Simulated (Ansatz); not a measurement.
In doubt: masses and optical values from hybrid runs of this build are listed as unsure, which bears on the screening that GW takes from such a start.

Rows from a G0W0 calculation on BiB4As3 (ordered alloy, started on the zincblende lattice) (P-43m) (Ansatz 0.2.0; G0W0 on HSE06, plane waves, PAW; 4×4×4 mesh, 193 empty bands, screening to 78 eV), in eV. Spin-orbit coupling is left out.

```csv
row,k,band,start,Σx,Σc at the solution,Vxc
A,Γ,c1,11.755,-7.924,-3.675,-11.750
B,Γ,c2,12.295,-7.989,-3.684,-11.738
C,Γ,v1,10.599,-15.739,0.949,-14.864
```

Give the quasiparticle energies and the shift of each level.

The quasiparticle equation reads E = start + Σx + Σc(E) − Vxc.

```csv
row,E (eV),shift (eV)
A,11.906,+0.151
B,12.360,+0.065
C,10.674,+0.075
```

Limits: not at the basis limit; no spin-orbit coupling.

[Paths, hosts, dates, memory and timing lines, banners, echoed tables and standing remarks are left out of the program output.]

[Logs are printed without paths, hosts, clocks, repeated set-up lines and the standing remarks that a program may print on its own settings, such as how far it seeks lower states.]

[Runs of the session that timed out or met a known fault of the program may be left out.]

[Cells called generated may have been cut or substituted from an entry of the Crystallography Open Database or the Materials Project.]

[Hosts, paths, dates, database ids (printed as entryN), source tags and the programs' standing remarks are cut or masked in the printed files.]
